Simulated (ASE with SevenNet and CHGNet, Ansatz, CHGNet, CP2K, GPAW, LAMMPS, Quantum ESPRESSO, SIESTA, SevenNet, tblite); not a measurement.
**Glassy 40SiO2-28Al2O3-16Li2O-16SrO (mol %) (85 atoms) in machine-learned potentials**

Aim: run glassy 40SiO2-28Al2O3-16Li2O-16SrO (mol %) (85 atoms) in machine-learned potentials and see how near its forces come to a plane-wave reference, and at what cost.

Method: the method is named at each step, in ASE with SevenNet and CHGNet.

### Step 1. The starting structure

The cell holds 85 atoms: 10 Si, 14 Al, 8 Li, 4 Sr and 49 O. Cell: a = 10.152 Å, b = 10.152 Å, c = 10.152 Å, α = 90.0°, β = 90.0°, γ = 90.0°. 85 atoms (10 Si, 14 Al, 8 Li, 4 Sr, 49 O) placed at random at 2.93 g/cm³, melted at 4000 K for 10 ps at fixed volume with the Morse and Coulomb pair potential with partial charges (Pedone, Malavasi, Menziani, Cormack and Segre, J. Phys. Chem. B 110, 11780 (2006)). Quenched from 4000 K to 300 K at 6 K/ps and fixed volume, held 5 ps, then minimised at fixed cell.

The yardstick, on the same geometry:

| Item | Value |
| --- | --- |
| method | Kohn-Sham DFT, PBE, PAW, plane waves (Ansatz 0.2.0); cutoff 420 eV, Γ point, fermi-dirac smearing of 0.05 eV; PAW set soft_2 |
| r.m.s. force component | 0.7358 eV/Å |
| longest force | 2.917 eV/Å |
| pressure | 4.29 GPa |
| gap (highest filled to lowest empty level) | 3.667 eV |
| SCF cycles | 9 |
| time | 5.9 s on 8 threads of Arm Neoverse V2, shared host |
| CPU time | 41 s |

### Step 2. SevenNet 0 potential

Method: machine-learned interatomic potential SevenNet 0, trained on PBE(+U) plane-wave data.

The input, run.py:

```python
import numpy as np
from ase.io import read
import mlip  # loads the published weights by name

atoms = read("structure.xyz")
atoms.calc = mlip.calc("7net-0")
energy = atoms.get_potential_energy()
forces = atoms.get_forces()
print(f"energy {energy:.6f} eV")
print("forces (eV/A)")
for i, (a, f) in enumerate(zip(atoms, forces)):
    print(f"{i:4d} {a.symbol:2s} {f[0]:10.5f} {f[1]:10.5f} {f[2]:10.5f}")
stress = -atoms.get_stress(voigt=False) * 160.21766
print("stress (GPa, compression positive)")
for row in stress:
    print(" ".join(f"{x:10.4f}" for x in row))
```

The input, structure.xyz:

```xyz
85
Lattice="10.15170 0.00000 0.00000 0.00000 10.15170 0.00000 0.00000 0.00000 10.15170" Properties=species:S:1:pos:R:3 pbc="T T T"
Si 7.68545 3.29270 7.52860
Si 1.20562 2.93547 6.73068
Si 1.94263 4.67283 1.59026
Si 2.74411 1.22765 8.85137
Si 9.21632 2.13145 2.56635
Si 0.87863 7.43856 8.61930
Si 10.15119 8.09060 2.92247
Si 7.20882 6.08919 6.74885
Si 5.00946 3.45117 9.31500
Si 6.00422 6.84214 2.58635
Al 9.57305 4.74612 9.61792
Al 3.08074 4.13712 4.56380
Al 6.96457 6.42988 9.93222
Al 4.78318 1.68346 3.87815
Al 6.50125 1.59605 1.14075
Al 8.59585 5.26345 2.19003
Al 5.74698 9.57762 5.93458
Al 4.47243 6.77372 5.19534
Al 2.27611 1.76193 1.82568
Al 3.78070 6.43486 9.83649
Al 9.53214 8.32054 6.09985
Al 7.40648 9.74898 3.22164
Al 8.79797 1.18734 5.59511
Al 6.04077 9.06171 9.25855
Li 2.45752 5.69114 7.24730
Li 2.66797 6.89605 2.89060
Li 9.09724 8.16582 0.53784
Li 1.11760 9.66614 0.89680
Li 4.66745 4.04474 1.96019
Li 3.75877 8.35099 7.80818
Li 5.56729 1.43880 7.29501
Li 6.25304 4.56867 4.47081
Sr 2.28880 9.98694 5.54699
Sr 9.09552 0.58230 8.92284
Sr 4.02627 9.24180 1.58803
Sr 10.03140 5.28924 5.02205
O 7.12822 9.46473 4.89982
O 2.80725 5.95661 1.14755
O 4.63466 6.76235 3.42529
O 7.16202 5.85550 3.12297
O 9.48768 9.99496 6.39821
O 8.66265 1.26947 3.83785
O 8.16694 5.31827 0.51337
O 0.01259 8.07629 4.49720
O 6.23071 3.28326 8.24572
O 2.39925 0.88228 0.26628
O 3.25575 5.61267 5.46243
O 1.51281 1.97268 8.01862
O 0.63489 4.45254 0.72158
O 4.40594 8.39292 5.71632
O 5.67226 3.04104 0.60464
O 8.81878 3.44772 8.65595
O 0.59702 1.78132 2.27165
O 8.98537 3.71430 2.86745
O 8.33485 7.09898 6.34187
O 2.40047 6.92417 8.79838
[... 25 atom lines left out ...]
O 5.94473 6.15010 5.81073
O 5.98697 0.34028 0.10081
O 2.41712 2.90785 5.61968
O 3.08277 10.13759 8.00248
```

The run is started by

```sh
> OMP_NUM_THREADS=1 python run.py > output.txt
```

The program printed:

```text
energy -604.614014 eV
forces (eV/A)
   0 Si    0.12512    1.11590    0.93412
   1 Si    0.64870   -0.30076   -0.69145
   2 Si    0.02200   -0.64886    0.29367
   3 Si   -0.17969    1.29683   -0.14521
   4 Si   -0.12725    0.30577   -0.46630
   5 Si   -0.98901   -0.13177    1.32624
   6 Si   -0.59326   -0.25357   -0.39296
   7 Si   -0.05288   -0.54019    1.15314
   8 Si    0.32272   -0.69433    0.49197
   9 Si    1.19973    0.41833   -0.19014
  10 Al    0.23572    0.32105    0.05681
  11 Al   -0.31736   -0.41590   -0.34013
  12 Al    0.37364    0.40217    0.42425
  13 Al    0.07973    0.25600   -0.36773
  14 Al   -0.01631    0.13035   -0.04444
  15 Al   -0.42411    0.66841   -0.11668
  16 Al    0.06945   -0.65834   -0.77739
  17 Al    0.76092   -0.01630   -0.38831
  18 Al   -0.54340    1.20132   -0.00758
  19 Al   -0.21516   -0.19730    0.60278
  20 Al   -0.44871   -0.31229   -0.00199
  21 Al    0.26624   -0.28971   -0.19133
  22 Al    0.64326    0.61247   -0.36482
  23 Al    0.46802   -0.31882    0.26074
[...]
77 O    -0.71201   -0.37593    0.55480
  78 O    -0.68491   -1.14269   -0.09276
  79 O    -1.05640   -0.19936    0.08850
  80 O     0.23944   -1.08884    0.04076
  81 O    -0.50940   -0.69981   -0.96213
  82 O    -0.29689   -0.32372   -0.13669
  83 O     0.80832   -0.96540   -0.39790
  84 O     0.58050   -2.28288   -1.70439
stress (GPa, compression positive)
    3.6956    -0.6599     0.0881
   -0.6599     4.9804     0.8638
    0.0881     0.8638     4.6678
```

Wall time 6.7 s (1 thread of Arm Neoverse V2, shared host); peak memory 0.97 GiB.

Banners, paths, timers and routine set-up lines are dropped from the logs unmarked, and long logs keep their key lines alone; longer cuts are marked.

Against the reference:

* r.m.s. force component: 0.7379 eV/Å
* r.m.s. difference of force components: 53.52 meV/Å
* longest difference of force vectors: 220.9 meV/Å
* force difference over r.m.s. force: 7.274 %
* slope of forces against the reference's: 1
* correlation of force components: 0.9974
* pressure: 4.448 GPa
* pressure difference: 0.1574 GPa

Length of the force difference by element (eV/Å):

```csv
element,atoms,mean,most
Al,14,0.10,0.22
Li,8,0.096,0.11
O,49,0.074,0.16
Si,10,0.10,0.17
Sr,4,0.068,0.089
```

The surroundings of O83, picked at random, nearest first, numbered as they follow in the input and with coordinates relative to it.

```csv
atom,x,y,z,distance (Å),bonds,Fx,Fy,Fz (eV/Å)
O83,0.00,0.00,0.00,0.00,3,-0.30,-0.32,-0.14
Al15,0.51,1.26,1.04,1.71,4,-0.02,0.13,-0.04
Al24,0.05,-1.43,-0.99,1.74,4,0.47,-0.32,0.26
Sr35,-1.96,-1.25,1.49,2.76,8,0.92,0.21,-0.04
O51,-0.31,2.70,0.50,2.77,3,-0.20,0.61,0.72
O72,0.10,0.72,2.69,2.78,4,0.20,-0.44,0.11
O59,1.41,-2.37,-0.40,2.79,4,1.10,0.61,0.19
O69,0.15,-0.95,-2.64,2.81,3,0.04,0.77,-0.24
O80,-1.31,-2.52,-0.67,2.92,4,-1.06,-0.20,0.09
O70,2.27,1.40,1.19,2.92,3,0.32,-0.42,-0.83
```

Atoms are counted from 1 here, from 0 in the log.

Forces lie 7.3 % from the reference's, at 0.16 times its CPU time (on 1 against 8 cores).

### Step 3. SevenNet l3i5 potential

Method: machine-learned interatomic potential SevenNet l3i5, trained on PBE(+U) plane-wave data.

run.py: that of step 2 with these lines changed.

```diff
@@ -5,3 +5,3 @@
 atoms = read("structure.xyz")
-atoms.calc = mlip.calc("7net-0")
+atoms.calc = mlip.calc("7net-l3i5")
 energy = atoms.get_potential_energy()
```

structure.xyz is that of step 2.

The program printed:

```text
energy -604.509460 eV
forces (eV/A)
   0 Si    0.11097    1.13629    0.87086
   1 Si    0.76146   -0.35119   -0.68337
   2 Si    0.02214   -0.68347    0.38581
   3 Si   -0.20028    1.44611   -0.15363
   4 Si   -0.13952    0.32002   -0.34094
   5 Si   -0.95477   -0.17530    1.32501
   6 Si   -0.57132   -0.26597   -0.31990
   7 Si   -0.07187   -0.63178    1.01756
   8 Si    0.23860   -0.74780    0.44384
   9 Si    1.14147    0.39834   -0.08881
  10 Al    0.26892    0.32284    0.15275
  11 Al   -0.27987   -0.41320   -0.34644
  12 Al    0.40583    0.45614    0.40180
  13 Al    0.08638    0.25563   -0.35156
  14 Al    0.02508    0.11577    0.01422
  15 Al   -0.35473    0.71463   -0.09945
  16 Al    0.11737   -0.66155   -0.94689
  17 Al    0.79352   -0.02086   -0.37173
  18 Al   -0.51324    1.17270    0.02901
  19 Al   -0.27684   -0.22849    0.57498
  20 Al   -0.53198   -0.24603   -0.00055
  21 Al    0.15252   -0.24246   -0.07787
  22 Al    0.64958    0.61410   -0.38473
  23 Al    0.48879   -0.32894    0.21963
[...]
77 O    -0.74816   -0.39165    0.63275
  78 O    -0.73540   -1.16094   -0.05052
  79 O    -1.01553   -0.19437    0.16035
  80 O     0.22111   -1.09266    0.05390
  81 O    -0.53419   -0.70966   -0.97810
  82 O    -0.30818   -0.36103   -0.13275
  83 O     0.78896   -0.89946   -0.41887
  84 O     0.56296   -2.27370   -1.65653
stress (GPa, compression positive)
    3.5395    -0.6653     0.0228
   -0.6653     4.8932     0.9398
    0.0228     0.9398     4.5248
```

Elapsed: 8.8 s, on 1 thread; peak memory 1.6 GiB.

Numbers from this run, and their distance from the reference:

```
r.m.s. force component                  : 0.734 eV/Å
r.m.s. difference of force components   : 43.79 meV/Å
longest difference of force vectors     : 161.6 meV/Å
force difference over r.m.s. force      : 5.951 %
slope of forces against the reference's : 0.9958
correlation of force components         : 0.9982
pressure                                : 4.319 GPa
pressure difference                     : 0.0287 GPa
```

Against the first run (7.3 %), the force difference from the reference is 6.0 %, at 1.3 times the CPU time.

### Step 4. CHGNet r2SCAN potential

Method: machine-learned interatomic potential CHGNet r2SCAN, trained on r2SCAN plane-wave data.

run.py: that of step 3 with these lines changed.

```diff
@@ -5,3 +5,3 @@
 atoms = read("structure.xyz")
-atoms.calc = mlip.calc("7net-l3i5")
+atoms.calc = mlip.calc("chgnet-r2scan")
 energy = atoms.get_potential_energy()
```

structure.xyz is that of step 3.

The program printed:

```text
CHGNet vr2scan initialized with 412,525 parameters
CHGNet will run on cpu
energy -814.715210 eV
forces (eV/A)
   0 Si   -0.10313    0.73142    0.77601
   1 Si    0.53569   -0.44612   -0.59786
   2 Si    0.01293   -0.53496    0.39908
   3 Si   -0.32960    1.28332    0.12289
   4 Si   -0.14692    0.19700   -0.24832
   5 Si   -0.68513   -0.07779    1.04567
   6 Si   -0.43131   -0.25201   -0.40706
   7 Si   -0.12636   -0.74147    0.74663
   8 Si    0.37465   -0.62178    0.31316
   9 Si    0.77037    0.45916   -0.09182
  10 Al    0.04743    0.19624    0.12082
  11 Al   -0.39504   -0.31429   -0.22279
  12 Al    0.21445    0.28977    0.36242
  13 Al    0.08092    0.16319   -0.37623
  14 Al    0.14684    0.06410    0.02944
  15 Al   -0.13893    0.50825    0.16620
  16 Al    0.09625   -0.39764   -0.59907
  17 Al    0.48133   -0.01886   -0.36658
  18 Al   -0.40617    0.82790   -0.00676
  19 Al   -0.16602   -0.09444    0.39289
  20 Al   -0.12607   -0.21720   -0.13189
  21 Al    0.23638   -0.33665   -0.24047
  22 Al    0.53371    0.58491   -0.33395
  23 Al    0.37817   -0.16123    0.18506
[...]
77 O    -0.41580   -0.17767    0.48344
  78 O    -0.39072   -0.79494   -0.12762
  79 O    -0.72986   -0.07011   -0.01384
  80 O     0.02985   -0.74005   -0.00345
  81 O    -0.39303   -0.45766   -0.70049
  82 O    -0.24554   -0.33417   -0.05860
  83 O     0.69740   -0.52747   -0.40366
  84 O     0.51379   -1.81684   -1.23322
stress (GPa, compression positive)
   -0.6005    -0.4756    -0.0622
   -0.4756     0.3433     0.6338
   -0.0622     0.6338     0.1136
```

It took 3.4 s on 1 thread; peak memory 1.3 GiB.

Compared with the plane-wave run:

- r.m.s. force component: 0.5194 eV/Å
- r.m.s. difference of force components: 256.1 meV/Å
- longest difference of force vectors: 872.3 meV/Å
- force difference over r.m.s. force: 34.81 %
- slope of forces against the reference's: 0.6886
- correlation of force components: 0.9754
- pressure: -0.0479 GPa
- pressure difference: -4.338 GPa

Against the first run (7.3 %), the force difference from the reference is 35 %, at 0.51 times the CPU time; this potential was trained at another functional than the reference's, which explains only part of so large a difference.

### Step 5. All runs compared

Differences are against the plane-wave reference, forces as r.m.s. over components; share is that over the reference's r.m.s. force, slope the least-squares factor from reference forces to these. Total energies of different programs have different zeros and aren't compared.

```csv
run,"Δ force, r.m.s. (meV/Å)",share (%),slope,Δ pressure (GPa),cores,CPU time,memory (GiB)
reference,-,-,-,-,8,41 s,1.3
SevenNet 0 potential,53.5,7.27,1.000,0.157,1,6.7 s,0.97
SevenNet l3i5 potential,43.8,5.95,0.996,0.0287,1,8.8 s,1.6
CHGNet r2SCAN potential,256,34.8,0.689,-4.34,1,3.4 s,1.3
```

Times of the machine-learned potentials are mostly Python's start and the loading of weights.

CPU time is summed over cores on a shared host, where runs went side by side, so it is rough. Symmetry, cutoffs, thresholds, outputs and thread counts weren't matched or tuned between programs; memory under MPI is the largest rank's times the ranks.

### Step 6. Outcome

* nearest in forces: SevenNet l3i5 potential, 6.0 %
* its CPU time: 8.8 s

What this shows: Machine-learned potentials differ by 6.0 % (SevenNet l3i5 potential) to 35 % (CHGNet r2SCAN potential); they were trained on other programs' data, some at another functional. Machine-learned potentials mimic data converged in k, so the reference's own k-point error enters their differences. The quench rate of 6 K/ps is many orders above laboratory rates, so the cell is likely richer in defects and strain than a real sample. The network of bonds at the start is that of the classical potential that made the cell, and needn't be the one that DFT or experiment would give. The reference's pressure of 4.3 GPa belongs to a cell and atoms that aren't relaxed at this level. The electronic-structure runs sample only Γ, in a cell whose shortest periodic width is 10 Å.

[Also dropped from logs without a mark: logging warnings of Python, and SIESTA's first energy breakdown and zero terms.]

[Logs are printed without paths, hosts, clocks, repeated set-up lines and the standing remarks that a program may print on its own settings, such as how far it seeks lower states.]

[Hosts, paths, dates, database ids (printed as entryN), source tags and the programs' standing remarks are cut or masked in the printed files.]
